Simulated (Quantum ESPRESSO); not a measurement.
# Co(0001), stepped through the number of layers, part 5 of 10

What law, if any, do the results for Co(0001) follow against the number of layers?

Quantum ESPRESSO 7.5; plane-wave DFT, PBE, GBRV ultrasoft pseudopotentials.

So far. Step 5 (SCF with pw.x, 4 layers): The vacuum levels are read from the outermost 0.7 Å of the cell on either side. Step 5 (SCF with pw.x, 4 layers): Inside the slab this potential holds the local part of the pseudopotentials, which can be repulsive at the nuclei; only its value in the vacuum has a meaning of its own.

## (6) Relaxation with pw.x, 5 layers

System of this step: Co(0001), 5 layers. The cell holds 5 atoms: 5 Co. Its edges and angles: a = 2.491 Å, b = 2.491 Å, c = 23.911 Å, α = 90.0°, β = 90.0°, γ = 60.0°. It derives from Co. Vacuum lies along c.

Contents of m1.relax.in:

```
&control
  prefix = 'm1.relax'
  outdir = './out'
  pseudo_dir = './pseudo'
  nstep = 40
  forc_conv_thr = 0.001
  calculation = 'relax'
/
&system
  ibrav = 0
  nat = 5
  ntyp = 1
  ecutwfc = 40
  ecutrho = 200
  occupations = 'smearing'
  smearing = 'mv'
  degauss = 0.02
  nspin = 2
  starting_magnetization(1) = 0.28
/
&electrons
  conv_thr = 1e-08
  mixing_beta = 0.4
  electron_maxstep = 120
  mixing_mode = 'local-TF'
/
&ions
/
ATOMIC_SPECIES
  Co  58.9332  co_pbe_v1.2.uspp.F.UPF
CELL_PARAMETERS angstrom
  2.49074828400000 0.00000000000000 0.00000000000000
  1.24537414200000 2.15705128837650 0.00000000000000
  0.00000000000000 0.00000000000000 23.91148883813360
ATOMIC_POSITIONS crystal
  Co  0.000000000000 0.000000000000 0.331366672134
  Co  0.666666666700 0.666666666700 0.415683336067
  Co  0.000000000000 0.000000000000 0.500000000000 0 0 0
  Co  0.666666666700 0.666666666700 0.584316663933
  Co  0.000000000000 0.000000000000 0.668633327866
K_POINTS automatic
  12 12 1 0 0 0
```

Started as:

```
$ OMP_NUM_THREADS=1 mpirun -n 4 pw.x -nk 4 -in m1.relax.in > m1.relax.out
```

The program printed:

```text
[banner, memory and clock lines left out]
Program PWSCF v.7.5 starts
[...]
Message from routine setup:
[...]
number of electrons       =        85.00
     number of Kohn-Sham states=           52
     kinetic-energy cutoff     =      40.0000  Ry
     charge density cutoff     =     200.0000  Ry
[...]
number of k points=    19  Marzari-Vanderbilt smearing, width (Ry)=  0.0200
[...]
Dense  grid:    41531 G-vectors     FFT dimensions: (  24,  24, 216)
[...]
negative rho (up, down):  6.839E-05 3.847E-05
     Starting wfcs are   65 randomized atomic wfcs
[...]
negative rho (up, down):  7.553E-02 3.639E-02
[...]
estimated scf accuracy    <     189.58135762 Ry
     total magnetization       =     8.18 Bohr mag/cell
     absolute magnetization    =     8.94 Bohr mag/cell
[...]
negative rho (up, down):  3.089E-02 1.332E-02
[...]
estimated scf accuracy    <       2.77390490 Ry
     total magnetization       =    10.52 Bohr mag/cell
     absolute magnetization    =    11.21 Bohr mag/cell
[...]
negative rho (up, down):  1.002E-02 3.644E-03
[...]
estimated scf accuracy    <       0.50326865 Ry
     total magnetization       =     9.63 Bohr mag/cell
     absolute magnetization    =    10.49 Bohr mag/cell
[...]
negative rho (up, down):  5.033E-05 9.037E-06
[...]
estimated scf accuracy    <       1.07470804 Ry
     total magnetization       =     9.18 Bohr mag/cell
     absolute magnetization    =    10.19 Bohr mag/cell
[...]
negative rho (up, down):  3.595E-06 6.174E-06
[...]
estimated scf accuracy    <       0.22332063 Ry
     total magnetization       =     8.85 Bohr mag/cell
     absolute magnetization    =     9.86 Bohr mag/cell
[...]
negative rho (up, down):  7.069E-05 1.374E-04
[...]
estimated scf accuracy    <       0.11452372 Ry
     total magnetization       =     8.72 Bohr mag/cell
     absolute magnetization    =     9.67 Bohr mag/cell
[...]
estimated scf accuracy    <       0.08587664 Ry
     total magnetization       =     8.63 Bohr mag/cell
     absolute magnetization    =     9.55 Bohr mag/cell
[...]
estimated scf accuracy    <       0.07234026 Ry
     total magnetization       =     8.66 Bohr mag/cell
     absolute magnetization    =     9.53 Bohr mag/cell
[...]
estimated scf accuracy    <       0.05092115 Ry
     total magnetization       =     8.66 Bohr mag/cell
     absolute magnetization    =     9.48 Bohr mag/cell
[...]
negative rho (up, down):  8.504E-03 8.616E-03
[...]
estimated scf accuracy    <       0.04639065 Ry
     total magnetization       =     8.66 Bohr mag/cell
     absolute magnetization    =     9.48 Bohr mag/cell
[...]
negative rho (up, down):  2.820E-03 2.468E-03
[...]
estimated scf accuracy    <       0.00770235 Ry
     total magnetization       =     8.71 Bohr mag/cell
     absolute magnetization    =     9.56 Bohr mag/cell
[...]
negative rho (up, down):  7.520E-03 7.208E-03
[...]
estimated scf accuracy    <       0.00272775 Ry
     total magnetization       =     8.71 Bohr mag/cell
     absolute magnetization    =     9.59 Bohr mag/cell
[...]
negative rho (up, down):  2.089E-03 1.586E-03
[...]
estimated scf accuracy    <       0.00177539 Ry
     total magnetization       =     8.71 Bohr mag/cell
     absolute magnetization    =     9.60 Bohr mag/cell
[...]
negative rho (up, down):  1.537E-03 1.177E-03
[...]
estimated scf accuracy    <       0.00011126 Ry
     total magnetization       =     8.71 Bohr mag/cell
     absolute magnetization    =     9.61 Bohr mag/cell
[...]
negative rho (up, down):  3.265E-05 3.444E-05
[...]
estimated scf accuracy    <       0.00003180 Ry
     total magnetization       =     8.71 Bohr mag/cell
     absolute magnetization    =     9.60 Bohr mag/cell
[...]
negative rho (up, down):  3.369E-05 1.980E-05
[...]
estimated scf accuracy    <       0.00000406 Ry
     total magnetization       =     8.71 Bohr mag/cell
     absolute magnetization    =     9.59 Bohr mag/cell
[...]
negative rho (up, down):  3.017E-05 1.502E-05
[...]
estimated scf accuracy    <       0.00000062 Ry
     total magnetization       =     8.71 Bohr mag/cell
     absolute magnetization    =     9.59 Bohr mag/cell
[...]
negative rho (up, down):  2.638E-05 1.256E-05
[...]
estimated scf accuracy    <       0.00000025 Ry
     total magnetization       =     8.71 Bohr mag/cell
     absolute magnetization    =     9.59 Bohr mag/cell
[...]
negative rho (up, down):  3.032E-05 1.685E-05
[...]
estimated scf accuracy    <       0.00000004 Ry
     total magnetization       =     8.71 Bohr mag/cell
     absolute magnetization    =     9.59 Bohr mag/cell
[...]
negative rho (up, down):  2.817E-05 9.412E-06
[...]
estimated scf accuracy    <       0.00000002 Ry
     total magnetization       =     8.71 Bohr mag/cell
     absolute magnetization    =     9.59 Bohr mag/cell
[...]
negative rho (up, down):  2.814E-05 9.475E-06
[...]
the Fermi energy is     5.0202 ev
!    total energy              =   -1492.33749175 Ry
     estimated scf accuracy    <          6.3E-10 Ry
     smearing contrib. (-TS)   =       0.00211957 Ry
     internal energy E=F+TS    =   -1492.33961132 Ry
[...]
one-electron contribution =  -12960.58752126 Ry
     hartree contribution      =    6493.18645204 Ry
     xc contribution           =    -163.27601532 Ry
     ewald contribution        =    5138.33747322 Ry
     total magnetization       =     8.71 Bohr mag/cell
     absolute magnetization    =     9.59 Bohr mag/cell
     convergence has been achieved in  21 iterations
     negative rho (up, down):  2.814E-05 9.475E-06
[...]
Total force =     0.024853     Total SCF correction =     0.000167
[...]
negative rho (up, down):  2.864E-05 1.689E-05
[...]
negative rho (up, down):  1.848E-05 6.479E-06
[...]
estimated scf accuracy    <       0.03427621 Ry
     total magnetization       =     8.70 Bohr mag/cell
     absolute magnetization    =     9.58 Bohr mag/cell
[...]
negative rho (up, down):  1.695E-05 3.858E-06
[...]
estimated scf accuracy    <       0.03304131 Ry
     total magnetization       =     8.69 Bohr mag/cell
     absolute magnetization    =     9.58 Bohr mag/cell
[...]
negative rho (up, down):  6.581E-06 5.410E-07
[...]
estimated scf accuracy    <       0.00221563 Ry
     total magnetization       =     8.70 Bohr mag/cell
     absolute magnetization    =     9.58 Bohr mag/cell
[...]
smearing contrib. (-TS)   =       0.00222145 Ry
     internal energy E=F+TS    =   -1492.34025415 Ry
[...]
one-electron contribution =  -12967.32223748 Ry
     hartree contribution      =    6496.57036840 Ry
     xc contribution           =    -163.28056316 Ry
     ewald contribution        =    5141.69217809 Ry
     total magnetization       =     8.70 Bohr mag/cell
     absolute magnetization    =     9.58 Bohr mag/cell
     convergence has been achieved in  12 iterations
     negative rho (up, down):  2.813E-05 9.477E-06
[...]
Total force =     0.018775     Total SCF correction =     0.000829
[...]
negative rho (up, down):  1.614E-05 1.688E-05
[...]
negative rho (up, down):  9.013E-06 3.774E-06
[...]
estimated scf accuracy    <       0.04015821 Ry
     total magnetization       =     8.70 Bohr mag/cell
     absolute magnetization    =     9.57 Bohr mag/cell
[...]
negative rho (up, down):  1.101E-05 2.472E-06
[...]
estimated scf accuracy    <       0.03918415 Ry
     total magnetization       =     8.68 Bohr mag/cell
     absolute magnetization    =     9.57 Bohr mag/cell
[...]
negative rho (up, down):  4.819E-06 3.252E-07
[...]
estimated scf accuracy    <       0.00258452 Ry
     total magnetization       =     8.70 Bohr mag/cell
     absolute magnetization    =     9.57 Bohr mag/cell
[...]
negative rho (up, down):  5.794E-06 1.844E-07
[...]
estimated scf accuracy    <       0.00132278 Ry
     total magnetization       =     8.69 Bohr mag/cell
     absolute magnetization    =     9.57 Bohr mag/cell
[...]
negative rho (up, down):  3.915E-06 1.782E-07
[...]
estimated scf accuracy    <       0.00002548 Ry
     total magnetization       =     8.69 Bohr mag/cell
     absolute magnetization    =     9.57 Bohr mag/cell
[...]
negative rho (up, down):  3.109E-06 2.296E-07
[...]
estimated scf accuracy    <       0.00004712 Ry
     total magnetization       =     8.69 Bohr mag/cell
     absolute magnetization    =     9.57 Bohr mag/cell
[...]
negative rho (up, down):  3.378E-06 2.774E-07
[...]
estimated scf accuracy    <       0.00001542 Ry
     total magnetization       =     8.69 Bohr mag/cell
     absolute magnetization    =     9.57 Bohr mag/cell
[...]
negative rho (up, down):  6.890E-06 5.417E-07
[...]
estimated scf accuracy    <       0.00000125 Ry
     total magnetization       =     8.69 Bohr mag/cell
     absolute magnetization    =     9.57 Bohr mag/cell
[...]
negative rho (up, down):  9.775E-06 9.157E-07
[...]
estimated scf accuracy    <       0.00000068 Ry
     total magnetization       =     8.69 Bohr mag/cell
     absolute magnetization    =     9.57 Bohr mag/cell
[...]
negative rho (up, down):  2.096E-05 4.760E-06
[...]
estimated scf accuracy    <       0.00000018 Ry
     total magnetization       =     8.69 Bohr mag/cell
     absolute magnetization    =     9.57 Bohr mag/cell
[...]
negative rho (up, down):  2.306E-05 5.969E-06
[...]
estimated scf accuracy    <       0.00000004 Ry
     total magnetization       =     8.69 Bohr mag/cell
     absolute magnetization    =     9.57 Bohr mag/cell
[...]
negative rho (up, down):  2.671E-05 8.658E-06
[...]
estimated scf accuracy    <          8.7E-09 Ry
     total magnetization       =     8.69 Bohr mag/cell
     absolute magnetization    =     9.57 Bohr mag/cell
[...]
negative rho (up, down):  2.664E-05 8.576E-06
[...]
estimated scf accuracy    <          1.4E-09 Ry
     total magnetization       =     8.69 Bohr mag/cell
     absolute magnetization    =     9.57 Bohr mag/cell
[...]
negative rho (up, down):  2.725E-05 9.052E-06
[...]
estimated scf accuracy    <          6.1E-10 Ry
     total magnetization       =     8.69 Bohr mag/cell
     absolute magnetization    =     9.57 Bohr mag/cell
[...]
negative rho (up, down):  2.785E-05 9.525E-06
[...]
the Fermi energy is     5.0254 ev
!    total energy              =   -1492.33845069 Ry
     estimated scf accuracy    <          1.2E-10 Ry
     smearing contrib. (-TS)   =       0.00231176 Ry
     internal energy E=F+TS    =   -1492.34076244 Ry
[...]
one-electron contribution =  -12975.73844157 Ry
     hartree contribution      =    6500.79210306 Ry
     xc contribution           =    -163.28620571 Ry
     ewald contribution        =    5145.89178177 Ry
     total magnetization       =     8.69 Bohr mag/cell
     absolute magnetization    =     9.57 Bohr mag/cell
     convergence has been achieved in  15 iterations
     negative rho (up, down):  2.785E-05 9.525E-06
[...]
Total force =     0.011391     Total SCF correction =     0.000061
[...]
negative rho (up, down):  5.645E-05 1.789E-05
[...]
negative rho (up, down):  1.861E-05 6.216E-06
[...]
estimated scf accuracy    <       0.06971405 Ry
     total magnetization       =     8.70 Bohr mag/cell
     absolute magnetization    =     9.56 Bohr mag/cell
[...]
negative rho (up, down):  1.205E-05 1.324E-06
[...]
estimated scf accuracy    <       0.07280939 Ry
     total magnetization       =     8.66 Bohr mag/cell
     absolute magnetization    =     9.54 Bohr mag/cell
[...]
negative rho (up, down):  1.350E-06 4.832E-08
[...]
estimated scf accuracy    <       0.00447368 Ry
     total magnetization       =     8.69 Bohr mag/cell
     absolute magnetization    =     9.56 Bohr mag/cell
[...]
negative rho (up, down):  1.808E-06 2.663E-08
[...]
estimated scf accuracy    <       0.00264185 Ry
     total magnetization       =     8.68 Bohr mag/cell
     absolute magnetization    =     9.56 Bohr mag/cell
[...]
negative rho (up, down):  6.407E-07 1.561E-08
[...]
estimated scf accuracy    <       0.00005901 Ry
     total magnetization       =     8.68 Bohr mag/cell
     absolute magnetization    =     9.56 Bohr mag/cell
[...]
negative rho (up, down):  2.774E-07 1.998E-08
[...]
estimated scf accuracy    <       0.00011569 Ry
     total magnetization       =     8.68 Bohr mag/cell
     absolute magnetization    =     9.56 Bohr mag/cell
[...]
negative rho (up, down):  3.330E-07 3.713E-08
[...]
estimated scf accuracy    <       0.00005560 Ry
     total magnetization       =     8.68 Bohr mag/cell
     absolute magnetization    =     9.56 Bohr mag/cell
[...]
negative rho (up, down):  7.375E-07 5.364E-08
[...]
estimated scf accuracy    <       0.00000347 Ry
     total magnetization       =     8.69 Bohr mag/cell
     absolute magnetization    =     9.56 Bohr mag/cell
[...]
negative rho (up, down):  2.972E-06 1.777E-07
[...]
estimated scf accuracy    <       0.00000173 Ry
     total magnetization       =     8.69 Bohr mag/cell
     absolute magnetization    =     9.56 Bohr mag/cell
[...]
negative rho (up, down):  1.337E-05 1.914E-06
[...]
estimated scf accuracy    <       0.00000038 Ry
     total magnetization       =     8.69 Bohr mag/cell
     absolute magnetization    =     9.56 Bohr mag/cell
[...]
negative rho (up, down):  1.828E-05 3.934E-06
[...]
estimated scf accuracy    <       0.00000011 Ry
     total magnetization       =     8.69 Bohr mag/cell
     absolute magnetization    =     9.56 Bohr mag/cell
[...]
negative rho (up, down):  2.422E-05 7.721E-06
[...]
estimated scf accuracy    <       0.00000002 Ry
     total magnetization       =     8.69 Bohr mag/cell
     absolute magnetization    =     9.56 Bohr mag/cell
[...]
negative rho (up, down):  2.582E-05 8.980E-06
[...]
estimated scf accuracy    <          5.0E-09 Ry
     total magnetization       =     8.69 Bohr mag/cell
     absolute magnetization    =     9.56 Bohr mag/cell
[...]
negative rho (up, down):  2.675E-05 9.651E-06
[...]
estimated scf accuracy    <          1.2E-09 Ry
     total magnetization       =     8.69 Bohr mag/cell
     absolute magnetization    =     9.56 Bohr mag/cell
[...]
negative rho (up, down):  2.691E-05 9.760E-06
[...]
```

Run time: 6.4 min. Hardware: 4 MPI ranks of Arm Neoverse N1, shared host; peak memory 0.55 GiB; 26 min of CPU time.

Step by step:

```csv
step,energy less that of the first step (eV),largest force (eV/Å)
1,0.0000,0.3566
2,-0.0074,0.2647
3,-0.0130,0.1495
4,-0.0163,0.0259
5,-0.0163,0.0203
```

The atoms that moved most (Å):

```csv
atom,dx,dy,dz,length
Co2,0.000,0.000,-0.027,0.027
Co4,0.000,0.000,0.027,0.027
Co1,0.000,0.000,0.023,0.023
Co5,0.000,0.000,-0.023,0.023
```

Final coordinates:

```xyz
5
Lattice="2.4907 0.0000 0.0000 1.2454 2.1571 0.0000 0.0000 0.0000 23.9115" Properties=species:S:1:pos:R:3
Co    0.0000    0.0000    7.9466
Co    2.4907    1.4380    9.9131
Co    0.0000    0.0000   11.9557
Co    2.4907    1.4380   13.9984
Co    0.0000    0.0000   15.9649
```

The relaxation lowers the energy by 3 meV an atom. On the free atoms the largest force ends at 0.020 eV/Å.

Numbers from this step:

| Quantity | Value |
| --- | --- |
| free energy | -20304.3023 eV |
| Fermi energy | 5.03 eV |
| magnetization | 8.69 μB |
| absolute magnetization | 9.56 μB |
| site moments | 1.850, 1.792, 1.779, 1.792, 1.850 μB |

[end of part 5 of 10]

[Logs are printed without paths, hosts, clocks, repeated set-up lines and the standing remarks that a program may print on its own settings, such as how far it seeks lower states.]

[Hosts, paths, dates, database ids (printed as entryN), source tags and the programs' standing remarks are cut or masked in the printed files.]

[Maps of the electrostatic potential energy from Ansatz leave out the sawtooth potential of an applied field or a dipole correction, so their vacuum need not be flat; planar profiles and work functions include it.]
